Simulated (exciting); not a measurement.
# Lu2SeO2: the O K edge from the Bethe–Salpeter equation

Aim: the O K absorption edge of Lu2SeO2 with the electron–hole interaction treated explicitly, and what each term of the kernel does.

Calculated with exciting sodium; X-ray absorption, core-level Bethe-Salpeter equation, exchange and statically screened direct term, Tamm-Dancoff, all-electron LAPW+lo LDA.

This is a report of a sequence of runs, with most program output left out.

**1. Set-up**

The structure is trigonal, space group P-3m1 (No. 164). The conventional cell has a = 3.716 Å, b = 3.716 Å, c = 6.647 Å, α = 90.00°, β = 90.00°, γ = 120.00°. Nearest to Lu lie 4 O at 2.21 Å and 3 Se at 2.90 Å. Nearest to Se lie 6 Lu at 2.90 Å. Nearest to O lie 4 Lu at 2.21 Å. Farther neighbours and most contacts between anions are not listed.

Structure file:

```
Lu Se O
1.0
     3.71608    0.00000    0.00000
    -1.85804    3.21822    0.00000
     0.00000    0.00000    6.64684
Lu Se O
2 1 2
Direct
  0.66667 0.33333 0.70680
  0.33333 0.66667 0.29320
  0.00000 0.00000 0.00000
  0.66667 0.33333 0.37490
  0.33333 0.66667 0.62510
```

Differences between curves are given as r.m.s. difference over r.m.s. height.

**2. The self-consistent potential**

The species files are the program's own, with muffin-tin radii set in the input.

The input, input.xml:

```
<input>
  <title>Lu2SeO2</title>
  <structure speciespath="." autormt="false" epslat="1.0e-5">
    <crystal>
      <basevect>7.0223729230 0.0000000000 0.0000000000</basevect>
      <basevect>-3.5111864615 6.0815533462 0.0000000000</basevect>
      <basevect>0.0000000000 0.0000000000 12.5607002188</basevect>
    </crystal>
    <species speciesfile="Lu.xml" rmt="2.240">
      <atom coord="0.6666666667 0.3333333333 0.7067959200"/>
      <atom coord="0.3333333333 0.6666666667 0.2932040800"/>
    </species>
    <species speciesfile="Se.xml" rmt="2.300">
      <atom coord="0.0000000000 0.0000000000 0.0000000000"/>
    </species>
    <species speciesfile="O.xml" rmt="1.804">
      <atom coord="0.6666666667 0.3333333333 0.3748970700"/>
      <atom coord="0.3333333333 0.6666666667 0.6251029300"/>
    </species>
  </structure>
  <groundstate do="fromscratch" xctype="LDA_PW" ngridk="5 5 2" rgkmax="7" gmaxvr="14" nempty="8" swidth="0.001" maxscl="100" epsengy="1e-5"/>
</input>
```

Started as:

```
> OMP_NUM_THREADS=1 mpirun -n 4 exciting
```

It took 80 s on 4 MPI ranks of Intel Xeon at 2.70GHz, shared host.

The warnings file holds hints only, no warning.

The mesh shows a gap of 1.81 eV. Core levels (Dirac, from the valence top):

```csv
atom,level,energy (eV)
O,1s1/2,-501.8
```

**3. A richer basis for the empty states**

Each species file gets more local orbitals, built from u and its energy derivative at 0.15 Ha and u at 0.9 Ha.

input.xml is that of step 2.

The input, SPECIES.xml, added lines:

```
<lo l="L">  <!-- L = 0, 1, 2, and 3 from Cs on -->
  <wf matchingOrder="0" trialEnergy="0.1500" searchE="false"/>
  <wf matchingOrder="1" trialEnergy="0.1500" searchE="false"/>
  <wf matchingOrder="0" trialEnergy="0.9000" searchE="false"/>
</lo>
```

Started as:

```
> OMP_NUM_THREADS=1 mpirun -n 4 exciting
```

Run time: 96 s. Hardware: 4 MPI ranks.

Against the first ground state the total energy moves by -11 meV an atom and the gap by -0.02 eV.

**4. Screening, kernels and BSE for O atom 4**

The absorber has 4 Lu at 2.21 Å (tetrahedral, site symmetry 3m).

input.xml: that of step 3 with these lines changed.

```diff
@@ -20,3 +20,20 @@
   </structure>
-  <groundstate do="fromscratch" xctype="LDA_PW" ngridk="5 5 2" rgkmax="7" gmaxvr="14" nempty="8" swidth="0.001" maxscl="100" epsengy="1e-5"/>
+  <groundstate do="skip" xctype="LDA_PW" ngridk="5 5 2" rgkmax="7" gmaxvr="14" nempty="8" swidth="0.001" maxscl="100" epsengy="1e-5"/>
+  <xs xstype="BSE" ngridk="4 4 2" ngridq="4 4 2" vkloff="0.097 0.273 0.493" rgkmax="7" nempty="42" gqmax="3" lmaxapwwf="5" lmaxemat="2" broad="0.01654" tevout="true">
+    <energywindow intv="18.063 19.680" points="439"/>
+    <screening screentype="full" nempty="65"/>
+    <BSE xas="true" xasspecies="3" xasatom="1" xasedge="K" bsetype="singlet" nstlxas="1 38"/>
+    <qpointset>
+      <qpoint>0 0 0</qpoint>
+    </qpointset>
+    <plan>
+      <doonly task="xsgeneigvec"/>
+      <doonly task="writepmatxs"/>
+      <doonly task="scrgeneigvec"/>
+      <doonly task="scrwritepmat"/>
+      <doonly task="screen"/>
+      <doonly task="scrcoulint"/>
+      <doonly task="exccoulint"/>
+    </plan>
+  </xs>
 </input>
```

The input, input.xml for the last start (plan only):

```
  <plan>
    <doonly task="bse"/>
  </plan>
```

Started as:

```
> OMP_NUM_THREADS=1 mpirun -n 4 exciting
> OMP_NUM_THREADS=4 exciting
```

The job ended after 16 min (4 MPI ranks).

Wall time by task: xsgeneigvec 19 s, writepmatxs 14 s, scrgeneigvec 9.2 s, scrwritepmat 9.5 s, screen 2.5 min, scrcoulint 3.7 min, exccoulint 8.4 min, bse 21 s.

The O K spectrum of O atom 4 (energy from the Kohn–Sham onset, core level to the lowest empty state found on the meshes used, 503.52 eV; the ground-state mesh sets it, and the shifted mesh has its lowest transition 0.37 eV above it; Im ε scaled to the maximum of the singlet run; cut below the end of the band set):

```csv
E (eV),isotropic,ε ⊥ c,ε ∥ c
-5.0,0.02,0.02,0.02
-4.5,0.03,0.03,0.02
-4.0,0.03,0.04,0.02
-3.5,0.04,0.05,0.03
-3.0,0.05,0.06,0.04
-2.5,0.07,0.08,0.05
-2.0,0.11,0.13,0.06
-1.5,0.18,0.23,0.08
-1.0,0.39,0.52,0.13
-0.5,0.93,1.28,0.23
0.0,0.87,1.05,0.51
0.5,0.73,0.71,0.77
1.0,0.68,0.49,1.05
1.5,0.80,0.55,1.31
2.0,0.81,0.69,1.03
2.5,0.78,0.77,0.79
3.0,0.74,0.78,0.66
3.5,0.78,0.82,0.72
4.0,0.82,0.85,0.76
4.5,0.66,0.66,0.66
5.0,0.65,0.67,0.62
5.5,0.59,0.67,0.42
6.0,0.51,0.57,0.39
6.5,0.48,0.50,0.45
7.0,0.45,0.45,0.44
7.5,0.40,0.38,0.44
8.0,0.44,0.39,0.52
8.5,0.41,0.33,0.55
9.0,0.36,0.31,0.47
9.5,0.37,0.36,0.39
10.0,0.39,0.42,0.33
10.5,0.40,0.43,0.33
11.0,0.45,0.47,0.42
11.5,0.41,0.42,0.39
12.0,0.39,0.39,0.40
12.5,0.37,0.34,0.44
13.0,0.31,0.29,0.37
13.5,0.27,0.27,0.27
14.0,0.23,0.22,0.23
14.5,0.21,0.20,0.22
15.0,0.20,0.19,0.20
15.5,0.18,0.18,0.19
16.0,0.18,0.17,0.20
16.5,0.19,0.19,0.18
17.0,0.21,0.23,0.17
17.5,0.23,0.27,0.16
18.0,0.22,0.26,0.15
18.5,0.23,0.26,0.17
19.0,0.25,0.27,0.22
19.5,0.26,0.26,0.26
20.0,0.24,0.24,0.24
20.5,0.21,0.20,0.22
21.0,0.17,0.16,0.19
21.5,0.17,0.16,0.21
22.0,0.19,0.17,0.22
```

Maxima (height): -0.4 eV (1.00), 2.1 eV (0.81), 3.8 eV (0.85), 7.9 eV (0.44), 10.9 eV (0.45), 17.6 eV (0.24) and 19.4 eV (0.26).

The Hamiltonian has 2432 rows. The lowest groups of eigenvalues and the brightest ones, on the scale above (the program counts from the shifted mesh's onset, 0.37 eV higher). Core spinors bring spin-forbidden partners, so dark means forbidden by spin or by symmetry, and the shifted mesh splits states that symmetry would keep together:

```
energy (eV)  states within 10 meV  relative strength
     -0.457                     1               dark
     -0.433                     1               0.92
     -0.420                     1               dark
     -0.394                     1               1.00
     -0.025                     2             0.0031
     -0.013                     2             0.0095
      0.060                     2               0.16
      0.137                     2               0.22
      1.292                     2               0.14
      1.306                     2               0.49
      2.111                     4               0.16
```

**5. Independent particles**

input.xml: that of step 4 with these lines changed.

```diff
@@ -24,3 +24,3 @@
     <screening screentype="full" nempty="65"/>
-    <BSE xas="true" xasspecies="3" xasatom="1" xasedge="K" bsetype="singlet" nstlxas="1 38"/>
+    <BSE xas="true" xasspecies="3" xasatom="1" xasedge="K" bsetype="IP" nstlxas="1 38"/>
     <qpointset>
@@ -29,9 +29,3 @@
     <plan>
-      <doonly task="xsgeneigvec"/>
-      <doonly task="writepmatxs"/>
-      <doonly task="scrgeneigvec"/>
-      <doonly task="scrwritepmat"/>
-      <doonly task="screen"/>
-      <doonly task="scrcoulint"/>
-      <doonly task="exccoulint"/>
+      <doonly task="bse"/>
     </plan>
```

Started as:

```
> OMP_NUM_THREADS=4 exciting
```

Elapsed: 4.5 s, on 4 threads.

Maxima (height): 3.0 eV (0.56), 4.8 eV (0.69), 5.9 eV (0.68), 8.6 eV (0.50) and 13.0 eV (0.57); 4 lower ones aren't listed. The spectrum differs from the singlet run by 51 % r.m.s. Moving the earlier curve by +2.7 eV leaves 30 %. The highest maximum lies at 4.8 eV (0.69), against -0.4 eV (1.00).

**6. Exchange alone**

input.xml: that of step 5 with these lines changed.

```diff
@@ -24,3 +24,3 @@
     <screening screentype="full" nempty="65"/>
-    <BSE xas="true" xasspecies="3" xasatom="1" xasedge="K" bsetype="IP" nstlxas="1 38"/>
+    <BSE xas="true" xasspecies="3" xasatom="1" xasedge="K" bsetype="RPA" nstlxas="1 38"/>
     <qpointset>
```

Started as:

```
> OMP_NUM_THREADS=4 exciting
```

It took 24 s on 4 threads.

Maxima (height): 3.0 eV (0.54), 4.8 eV (0.67), 6.0 eV (0.67), 8.6 eV (0.51) and 13.3 eV (0.58); 4 lower ones aren't listed. Against the independent-particle run the r.m.s. difference is 2 %.

**7. Another input**

In this try the input is made faulty on purpose, to show what that does.

input.xml: that of step 6 with these lines changed.

```diff
@@ -23,4 +23,4 @@
     <energywindow intv="18.063 19.680" points="439"/>
-    <screening screentype="full" nempty="65"/>
-    <BSE xas="true" xasspecies="3" xasatom="1" xasedge="K" bsetype="RPA" nstlxas="1 38"/>
+    <screening screentype="full" nempty="3"/>
+    <BSE xas="true" xasspecies="3" xasatom="1" xasedge="K" bsetype="singlet" nstlxas="1 38"/>
     <qpointset>
@@ -29,3 +29,6 @@
     <plan>
-      <doonly task="bse"/>
+      <doonly task="scrgeneigvec"/>
+      <doonly task="scrwritepmat"/>
+      <doonly task="screen"/>
+      <doonly task="scrcoulint"/>
     </plan>
```

The input, input.xml for the last start (plan only):

```
  <plan>
    <doonly task="bse"/>
  </plan>
```

Started as:

```
> OMP_NUM_THREADS=1 mpirun -n 4 exciting
> OMP_NUM_THREADS=4 exciting
```

Wall time 5.6 min (4 MPI ranks).

Wall time by task: scrgeneigvec 18 s, scrwritepmat 10 s, screen 45 s, scrcoulint 4 min, bse 22 s.

The input has a fault: far too few empty states in the screening. The spectrum differs from the singlet run by 81 % r.m.s. Moving the earlier curve by -1.6 eV leaves 48 %. The highest maximum lies at -1.7 eV (2.21), against -0.4 eV (1.00). The first bright state moves from -0.43 to -1.69 eV. Too few states underscreen, so the attraction is too strong.

```
E (eV)  first run  this run
  -5.0       0.02      0.06
  -4.0       0.03      0.11
  -3.0       0.05      0.27
  -2.0       0.11      1.48
  -1.0       0.39      1.21
   0.0       0.87      0.90
   1.0       0.68      0.70
   2.0       0.81      0.71
   3.0       0.74      0.59
   4.0       0.82      0.44
   5.0       0.65      0.38
   6.0       0.51      0.32
   7.0       0.45      0.27
   8.0       0.44      0.28
   9.0       0.36      0.25
  10.0       0.39      0.28
  11.0       0.45      0.27
  12.0       0.39      0.24
  13.0       0.31      0.17
  14.0       0.23      0.14
  15.0       0.20      0.13
  16.0       0.18      0.14
  17.0       0.21      0.18
  18.0       0.22      0.17
  19.0       0.25      0.18
  20.0       0.24      0.15
  21.0       0.17      0.11
  22.0       0.19      0.13
```

**8. From independent particles to the full kernel**

```csv
level,curve passes 0.15 (eV),highest maximum (eV),its height
IP,0.1,4.8,0.69
RPA,0.1,4.8,0.67
singlet,-1.6,-0.4,1.00
```

```
E (eV)    IP   RPA  singlet
  -5.0  0.01  0.01     0.02
  -4.0  0.01  0.01     0.03
  -3.0  0.02  0.02     0.05
  -2.0  0.03  0.03     0.11
  -1.0  0.05  0.05     0.39
   0.0  0.14  0.13     0.87
   1.0  0.47  0.45     0.68
   2.0  0.40  0.38     0.81
   3.0  0.56  0.54     0.74
   4.0  0.49  0.47     0.82
   5.0  0.67  0.65     0.65
   6.0  0.68  0.67     0.51
   7.0  0.61  0.61     0.45
   8.0  0.48  0.49     0.44
   9.0  0.50  0.50     0.36
  10.0  0.43  0.44     0.39
  11.0  0.43  0.43     0.45
  12.0  0.53  0.53     0.39
  13.0  0.57  0.58     0.31
  14.0  0.49  0.50     0.23
  15.0  0.35  0.36     0.20
  16.0  0.26  0.26     0.18
  17.0  0.25  0.25     0.21
  18.0  0.28  0.29     0.22
  19.0  0.29  0.29     0.25
  20.0  0.36  0.37     0.24
  21.0  0.34  0.35     0.17
  22.0  0.26  0.26     0.19
```

**9. Results**

| Item | Value |
| --- | --- |
| absorber and edge | O K, atom 4 |
| surroundings | 4 Lu at 2.21 Å (tetrahedral, site symmetry 3m) |
| first bright state | -0.43 eV from the Kohn–Sham onset, on this mesh |
| highest maximum | -0.4 eV |
| cost of the BSE run | 16 min on 4 MPI ranks of Intel Xeon at 2.70GHz, shared host; the last task ran on as many threads |

Is a core exciton bound? Undecided on this mesh: the first bright state (over 5 % of the brightest) lies at -0.43 eV from the Kohn–Sham onset and at -0.81 eV from the lowest bare transition of its own mesh. Exchange alone changes the independent-particle spectrum by 2 % r.m.s. Binding energies aren't converged on 32 k points, and fine structure above the first lines is partly noise of the mesh. Exchange and the short-range direct term aren't converged in the kernel cutoff. The zero comes from the unshifted 5×5×2 ground-state mesh; it is exact only where the band minimum lies on that mesh. The Kohn–Sham onset, 504 eV, is no photon energy: the scale needs a rigid shift. No quasiparticle correction widens the gap or stretches the bands. Vibrations and energy-dependent lifetimes are left out. The structure is a Materials Project entry, computed there, and may be a hypothetical form.

[Logs are printed without paths, hosts, clocks, repeated set-up lines and the standing remarks that a program may print on its own settings, such as how far it seeks lower states.]

[Hosts, paths, dates, database ids (printed as entryN), source tags and the programs' standing remarks are cut or masked in the printed files.]
